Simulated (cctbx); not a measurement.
## V16Ga6Ni7 with cctbx, script by script

Library: cctbx 2025.11. The data are simulated by the first script.

## 1. Simulate the data

run.py:

```python
from cctbx import adptbx, crystal, miller, sgtbx, xray
from cctbx.array_family import flex
from iotbx.shelx import hklf
from scitbx import matrix
import scitbx.random

cs = crystal.symmetry(unit_cell=(11.352, 11.352, 11.352, 90, 90, 90), space_group_symbol='Hall: -F 4 2 3')  # Fm-3m
atoms = [  # label, site, U (iso, or U11 U22 U33 U12 U13 U23 in A^2), occupancy
    ("Ga1", (0.697, 0, 0), (0.0248, 0.0210, 0.0210, 0.0000, 0.0000, 0.0000), 0.6),
    ("Ni1", (0, 0.75, 0.75), (0.0153, 0.0175, 0.0175, 0.0000, 0.0000, -0.0039), 1),
    ("Ni2", (0, 0, 0), (0.0158, 0.0158, 0.0158, 0.0000, 0.0000, 0.0000), 1),
    ("V1", (0.3346, 0.8346, 0.8346), (0.0285, 0.0285, 0.0285, 0.0032, 0.0032, 0.0032), 1),
    ("V2", (0.12, 0.62, 0.62), (0.0194, 0.0194, 0.0194, 0.0022, 0.0022, 0.0022), 1),
]
xs = xray.structure(crystal_symmetry=cs)
for label, site, u, occ in atoms:
    u = adptbx.u_cif_as_u_star(cs.unit_cell(), u) if isinstance(u, tuple) else u
    xs.add_scatterer(xray.scatterer(label, site=site, u=u, occupancy=occ))
xs.set_inelastic_form_factors(0.56087, "sasaki")
xs.show_summary()
p1 = xs.expand_to_p1()
ms = miller.build_set(p1, anomalous_flag=True, d_min=0.77)
flex.set_random_seed(321107)
scitbx.random.set_random_seed(321107)
ms = ms.select(flex.random_double(ms.size()) < 0.95)
i = ms.structure_factors_from_scatterers(p1, algorithm="direct").f_calc().as_intensity_array().data()
i = i / flex.sqrt(1 + 0.3 * i / flex.max(i))  # extinction
i = i * 20000 / flex.max(i)
sig = flex.sqrt(i + flex.pow2(0.04 * i) + 8 ** 2)
noise = scitbx.random.variate(scitbx.random.normal_distribution())(i.size())
data = ms.array(data=i + sig * noise, sigmas=sig).set_observation_type_xray_intensity()
with open("data.hkl", "w") as f:
    data.export_as_shelx_hklf(f)
print("reflections written:", data.size(), " <I/sigma> = %.1f" % flex.mean(data.data() / data.sigmas()))
for h, a, b in list(data.sort("data"))[:12]:
    print("%4d%4d%4d %9.1f %7.1f" % (h + (a, b)))
```

```console
$ python run.py
```

```text
Number of scatterers: 5
At special positions: 5
Unit cell: (11.352, 11.352, 11.352, 90, 90, 90)
Space group: F m -3 m (No. 225)
reflections written: 12749  <I/sigma> = 2.3
   4   0   4   21830.5   812.4
   0  -4  -4   20992.8   812.4
  -4   0   4   20612.7   812.4
  -4   4   0   20405.2   812.4
  -4   0  -4   20171.9   812.4
   4  -4   0   20121.2   812.4
   0   4   4   20094.0   812.4
   0  -4   4   19927.7   812.4
   0   4  -4   19657.1   812.4
  -4  -4   0   18857.4   812.4
   4   0  -4   18695.4   812.4
   4   4   0   18291.3   812.4
```

It took 0.31 s on 1 thread of Arm Neoverse V2, with other jobs on the host, peak memory 0.07 GiB.

## 2. Refinement

run.py:

```python
import math
from cctbx import adptbx, crystal, maptbx, sgtbx, xray
from cctbx.array_family import flex
from cctbx.xray import observations
from iotbx.shelx import hklf
from scitbx.lstbx import normal_eqns_solving
from smtbx import absolute_structure, utils
from smtbx.refinement import constraints, least_squares

cs = crystal.symmetry(unit_cell=(11.352, 11.352, 11.352, 90, 90, 90), space_group_symbol='Hall: -F 4 2 3')  # Fm-3m
atoms = [  # label, site, U (iso, or U11 U22 U33 U12 U13 U23 in A^2), occupancy
    ("Ga1", (0.697, 0, 0), 0.0200, 1),
    ("Ni1", (0, 0.75, 0.75), 0.0200, 1),
    ("Ni2", (0, 0, 0), 0.0200, 1),
    ("V1", (0.3346, 0.8346, 0.8346), 0.0200, 1),
    ("V2", (0.12, 0.62, 0.62), 0.0200, 1),
]
xs = xray.structure(crystal_symmetry=cs)
for label, site, u, occ in atoms:
    u = adptbx.u_cif_as_u_star(cs.unit_cell(), u) if isinstance(u, tuple) else u
    xs.add_scatterer(xray.scatterer(label, site=site, u=u, occupancy=occ))
xs.set_inelastic_form_factors(0.56087, "sasaki")
xs.convert_to_anisotropic()
raw = hklf.reader(file_name="data.hkl").as_miller_arrays(crystal_symmetry=cs, anomalous=True)[0]
merged = raw.eliminate_sys_absent().merge_equivalents()
fo2 = merged.array().set_observation_type_xray_intensity()
print("Rint %.3f, %d unique reflections to %.2f A" % (merged.r_int(), fo2.size(), fo2.d_min()))
for sc in xs.scatterers():
    sc.flags.set_grad_site(True)
    sc.flags.set_grad_u_aniso(sc.flags.use_u_aniso())
    sc.flags.set_grad_u_iso(sc.flags.use_u_iso())
obs = fo2.as_xray_observations()
extra = {}
rep = constraints.reparametrisation(xs, [], utils.connectivity_table(xs), **extra)
ls = least_squares.crystallographic_ls(obs, rep, weighting_scheme=least_squares.mainstream_shelx_weighting(a=0, b=0))
print("cycle     R1     wR2    GooF  max shift (A)")
for cycle in range(12):
    ls.build_up()
    r1, wr2, goof = ls.r1_factor(cutoff_factor=2)[0], ls.wR2(), ls.goof()
    old = xs.sites_cart()
    normal_eqns_solving.levenberg_marquardt_iterations(ls, n_max_iterations=3, tau=1e-06, step_threshold=1e-7)
    big = flex.max((xs.sites_cart() - old).norms())
    print("%4d %7.4f %7.4f %7.3f %9.5f" % (cycle + 1, r1, wr2, goof, big))
    ls.build_up(objective_only=True)
    if abs(ls.wR2() - wr2) < 5e-5 and big < 5e-4:
        break
ls.build_up()
print("final R1 %.4f wR2 %.4f GooF %.3f  parameters %d  data/parameter %.1f" % (ls.r1_factor(cutoff_factor=2)[0], ls.wR2(), ls.goof(), ls.n_parameters, fo2.size() / ls.n_parameters))
cov = ls.covariance_matrix_and_annotations()
su = dict(zip(cov.annotations, (math.sqrt(max(v, 0)) for v in cov.matrix.matrix_packed_u_diagonal())))
a2 = cs.unit_cell().reciprocal_parameters()[0] ** -2
print("atom        x        y        z      Ueq    occ   su(xyz)  su(Uiso or U11)")
for sc in xs.scatterers():
    s = max(su.get(sc.label + k, 0) for k in (".x", ".y", ".z"))
    npd = "" if sc.is_positive_definite_u(cs.unit_cell()) else "  NPD"
    print("%-5s %8.5f %8.5f %8.5f %8.4f %6.3f %8.5f %7.4f%s" % ((sc.label,) + sc.site + (sc.u_iso_or_equiv(cs.unit_cell()), sc.occupancy, s, su.get(sc.label + ".uiso", su.get(sc.label + ".u11", 0) * a2), npd)))
fo = fo2.f_sq_as_f()
fc = fo.structure_factors_from_scatterers(xs, algorithm="direct").f_calc()
diff = fo.f_obs_minus_f_calc(1 / math.sqrt(ls.scale_factor()), fc).average_bijvoet_mates()
m = diff.fft_map(symmetry_flags=maptbx.use_space_group_symmetry, resolution_factor=0.25).apply_volume_scaling()
print("difference map: max %.2f min %.2f rms %.2f" % (m.statistics().max(), m.statistics().min(), m.statistics().sigma()))
peaks = m.peak_search(parameters=maptbx.peak_search_parameters(min_distance_sym_equiv=0.6, max_clusters=6)).all()
near = xs.closest_distances(peaks.sites(), distance_cutoff=4)
sps = cs.special_position_settings(min_distance_sym_equiv=0.5)
for k, (x, h) in enumerate(zip(peaks.sites(), peaks.heights())):
    ss = sps.site_symmetry(x)
    print("Q%-3d %7.4f %7.4f %7.4f %4d %7.2f  %.2f A from %s" % ((k + 1,) + tuple(t % 1 for t in ss.exact_site()) + (ss.multiplicity(), h, near.smallest_distances[k], xs.scatterers()[near.i_seqs[k]].label)))
```

```console
$ python run.py
```

```text
Rint 0.048, 118 unique reflections to 0.77 A
cycle     R1     wR2    GooF  max shift (A)
   1  0.2313  0.4763  28.702   0.00752
   2  0.0994  0.2524  15.209   0.00021
final R1 0.0994 wR2 0.2524 GooF 15.207  parameters 13  data/parameter 9.1
atom        x        y        z      Ueq    occ   su(xyz)  su(Uiso or U11)
Ga1    0.69633  0.00000  0.00000   0.0410  1.000  0.00084  0.0054
Ni1    0.00000  0.75000  0.75000   0.0079  1.000  0.00000  0.0028
Ni2    0.00000  0.00000  0.00000   0.0073  1.000  0.00000  0.0030
V1     0.33486  0.83486  0.83486   0.0173  1.000  0.00044  0.0019
V2     0.11992  0.61992  0.61992   0.0091  1.000  0.00038  0.0019
difference map: max 8.14 min -4.50 rms 1.07
Q1    0.0000  0.0000  0.0000    4    8.14  0.00 A from Ni2
Q2    0.0000  0.2500  0.2500   24    5.93  0.00 A from Ni1
Q3    0.1884  0.1884  0.3116   32    4.80  0.46 A from V1
Q4    0.1187  0.1187  0.1187   32    3.16  0.02 A from V2
Q5    0.0000  0.0000  0.1961   24    1.37  1.22 A from Ga1
Q6    0.0780  0.1325  0.2450  192    1.21  1.47 A from V1
```

Time: 0.4 s.

This run holds a fault made on purpose: disorder ignored: each site full, of its main element.

## 3. Refinement (occupancies of the disordered sites free, main element alone)

run.py, as its changes from the last script of this kind:

```diff
@@ -12,5 +12,5 @@
-    ("Ga1", (0.697, 0, 0), 0.0200, 1),
-    ("Ni1", (0, 0.75, 0.75), 0.0200, 1),
-    ("Ni2", (0, 0, 0), 0.0200, 1),
-    ("V1", (0.3346, 0.8346, 0.8346), 0.0200, 1),
-    ("V2", (0.12, 0.62, 0.62), 0.0200, 1),
+    ("Ga1", (0.69633, 0, 0), 0.0120, 1),
+    ("Ni1", (0, 0.75, 0.75), 0.0120, 1),
+    ("Ni2", (0, 0, 0), 0.0120, 1),
+    ("V1", (0.33486, 0.83486, 0.83486), 0.0120, 1),
+    ("V2", (0.11992, 0.61992, 0.61992), 0.0120, 1),
@@ -31,0 +32 @@
+    sc.flags.set_grad_occupancy(sc.label in ('Ga1',))
@@ -37 +38 @@
-for cycle in range(12):
+for cycle in range(20):
@@ -56,0 +58 @@
+print("su of occupancy Ga1: %.3f" % su["Ga1.occ"])
```

```console
$ python run.py
```

```text
Rint 0.048, 118 unique reflections to 0.77 A
cycle     R1     wR2    GooF  max shift (A)
   1  0.2480  0.4768  28.872   0.00586
   2  0.0442  0.1073   6.497   0.00117
   3  0.0222  0.0443   2.682   0.00012
   4  0.0140  0.0255   1.546   0.00007
   5  0.0127  0.0227   1.376   0.00002
   6  0.0126  0.0224   1.359   0.00001
final R1 0.0126 wR2 0.0224 GooF 1.358  parameters 14  data/parameter 8.4
atom        x        y        z      Ueq    occ   su(xyz)  su(Uiso or U11)
Ga1    0.69693  0.00000  0.00000   0.0218  0.601  0.00007  0.0005
Ni1    0.00000  0.75000  0.75000   0.0165  1.000  0.00000  0.0003
Ni2    0.00000  0.00000  0.00000   0.0156  1.000  0.00000  0.0003
V1     0.33454  0.83454  0.83454   0.0283  1.000  0.00004  0.0002
V2     0.12001  0.62001  0.62001   0.0193  1.000  0.00003  0.0002
su of occupancy Ga1: 0.003
difference map: max 0.54 min -1.48 rms 0.19
Q1    0.0000  0.0000  0.3806   24    0.54  0.88 A from Ga1
Q2    0.0445  0.0445  0.1093   96    0.34  1.22 A from V2
Q3    0.0000  0.1492  0.3508   48    0.34  1.62 A from Ni1
Q4    0.1330  0.2060  0.2060   96    0.33  1.39 A from V2
Q5    0.0000  0.0908  0.4092   48    0.29  1.59 A from Ga1
Q6    0.0861  0.2004  0.2996   96    0.29  1.06 A from V1
```

It took 0.56 s on 1 thread of Arm Neoverse V2, on a shared host, peak memory 0.09 GiB.

[Logs are printed without paths, hosts, clocks, repeated set-up lines and the standing remarks that a program may print on its own settings, such as how far it seeks lower states.]
